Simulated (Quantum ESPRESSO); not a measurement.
```
! title: E(M) of CoO
! method: PBE; plane waves with GBRV 1.5 PBE potentials, no spin-orbit coupling (and 1 further level or step)
! program: Quantum ESPRESSO 7.5
! settings of one run: GBRV 1.5 PBE, potential files O: o_pbe_v1.2.uspp.F.UPF, Co: co_pbe_v1.2.uspp.F.UPF, cutoff 544.23 eV, 8×8×8 k-mesh, 20 bands, fermi-dirac occupations, smearing width 0.1 eV, collinear spin, SCF threshold 4.00e-9, starting moments 3 0 μB
! cost: 12 runs, 89 s in all on 2 MPI ranks of Arm Neoverse V2, shared host (the runs of this entry)
! notes: The run is spin-polarised, with a total moment of 2.94 μB a cell (absolute 2.97). The cell holds one seeded atom, so opposed orders, which may lie lower, cannot form in it. No Hubbard term acts here. In such compounds local and semilocal functionals without one often delocalise the d electrons, and can shrink or lose moments and miss the size, sign and order of the couplings. The smearing term is large for its width, so states at the Fermi level are partly filled: at this level the cell is a metal or has a gap of a few widths at most.
! moment of the free run: 2.94 μB a cell
! energy at zero total moment: 502 meV a cell over the lowest
! ΔE/ΔM² from the lowest point to 3.18 and to 2.78 μB: 4655 and 349 meV/μB²
CELL_PARAMETERS angstrom
0.00000 2.13150 2.13150
2.13150 0.00000 2.13150
2.13150 2.13150 0.00000
ATOMIC_POSITIONS crystal
Co 0.00000 0.00000 0.00000
O 0.50000 0.50000 0.50000
```

[Logs and program files are shortened in this print: banners, set-up blocks, solver, clock and traceback lines can be left out without a mark of their own.]

[Logs are printed without paths, hosts, clocks, repeated set-up lines and the standing remarks that a program may print on its own settings, such as how far it seeks lower states.]

[Hosts, paths, dates, database ids (printed as entryN), source tags and the programs' standing remarks are cut or masked in the printed files.]

[Where a cell is said to come from a database of computed structures, the database is the Materials Project.]
